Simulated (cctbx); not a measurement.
**Occupancies in Yb2Ti4Mn**

Cell a = 10.6860 Å, b = 10.6860 Å, c = 5.0770 Å, α = 90.00°, β = 90.00°, γ = 90.00°; space group I4/mcm (no. 140); nominal formula Yb2Ti4Mn.

The data are simulated with cctbx, not measured: Cu Kα, λ = 1.54184 Å, to d = 0.83 Å, 70 % of the full sphere, strongest reflection 20000 counts, noise from counting, a 3 % proportional error and a noise floor of 15 counts (s.d.); no absorption.

With every site full:

```text
Rint 0.031, 166 unique reflections to 0.83 A
cycle     R1     wR2    GooF  max shift (A)
   1  0.0735  0.1620   8.824   0.00035
   2  0.0073  0.0143   0.777   0.00000
final R1 0.0073 wR2 0.0143 GooF 0.777  parameters 12  data/parameter 13.8
atom        x        y        z      Ueq    occ   su(xyz)  su(Uiso or U11)
Yb1    0.85701  0.35701  0.00000   0.0096  1.000  0.00001  0.0001
Mn1    0.00000  0.00000  0.75000   0.0131  1.000  0.00000  0.0003
Ti2    0.30278  0.41373  0.00000   0.0100  1.000  0.00005  0.0003
difference map: max 0.50 min -0.57 rms 0.15
Q1    0.0429  0.4571  0.0000    8    0.52  2.26 A from Yb1
Q2    0.0577  0.3830  0.2688   32    0.44  1.51 A from Yb1
Q3    0.1716  0.2643  0.0000   16    0.43  1.16 A from Ti2
Q4    0.0846  0.3281  0.0000   16    0.38  1.40 A from Ti2
Q5    0.0550  0.2671  0.5000   16    0.38  1.34 A from Yb1
Q6    0.0000  0.5000  0.2500    4    0.37  2.51 A from Yb1
```

With the occupancies of the suspect sites free, each still typed as its main element:

```text
Rint 0.031, 166 unique reflections to 0.83 A
cycle     R1     wR2    GooF  max shift (A)
   1  0.0245  0.0510   2.798   0.00003
   3  0.0072  0.0141   0.772   0.00001
final R1 0.0072 wR2 0.0141 GooF 0.771  parameters 14  data/parameter 11.9
atom        x        y        z      Ueq    occ   su(xyz)  su(Uiso or U11)
Yb1    0.85701  0.35701  0.00000   0.0096  1.000  0.00001  0.0001
Mn1    0.00000  0.00000  0.75000   0.0129  0.996  0.00000  0.0004
Ti2    0.30278  0.41373  0.00000   0.0103  1.005  0.00005  0.0003
su of occupancy Mn1: 0.005
su of occupancy Ti2: 0.003
difference map: max 0.51 min -0.57 rms 0.15
Q1    0.0427  0.4573  0.0000    8    0.53  2.26 A from Yb1
Q2    0.0574  0.3830  0.2682   32    0.44  1.52 A from Yb1
Q3    0.1698  0.2633  0.0000   16    0.44  1.14 A from Ti2
Q4    0.0844  0.3275  0.0000   16    0.39  1.39 A from Ti2
Q5    0.0551  0.2673  0.5000   16    0.38  1.34 A from Yb1
Q6    0.0000  0.5000  0.2500    4    0.37  2.51 A from Yb1
```

**Question.** What is the disorder?

X-rays count electrons. Mn1 refines to 0.996(0.005), or 24.9 electrons; the site truly holds 0.9 Mn and 0.1 Ti, 24.7 electrons, which is 0.988 of Mn; Ti2 refines to 1.005(0.003), or 22.1 electrons; the site truly holds 0.975 Ti and 0.025 Mn, 22.1 electrons, which is 1.003 of Ti. All are within 3 s.u. of full, so these data don't show the disorder. Occupancy correlates with U and the scale, and the two elements' form factors differ in shape, so the match is approximate.

Freeing them takes R1 from 0.0073 to 0.0072 and GooF from 0.78 to 0.77.

The model is made up (kin elements in a known structure type, no relaxation), so it says nothing on whether the phase exists.

[Middle refinement cycles are left out of these outputs.]

[Logs are printed without paths, hosts, clocks, repeated set-up lines and the standing remarks that a program may print on its own settings, such as how far it seeks lower states.]
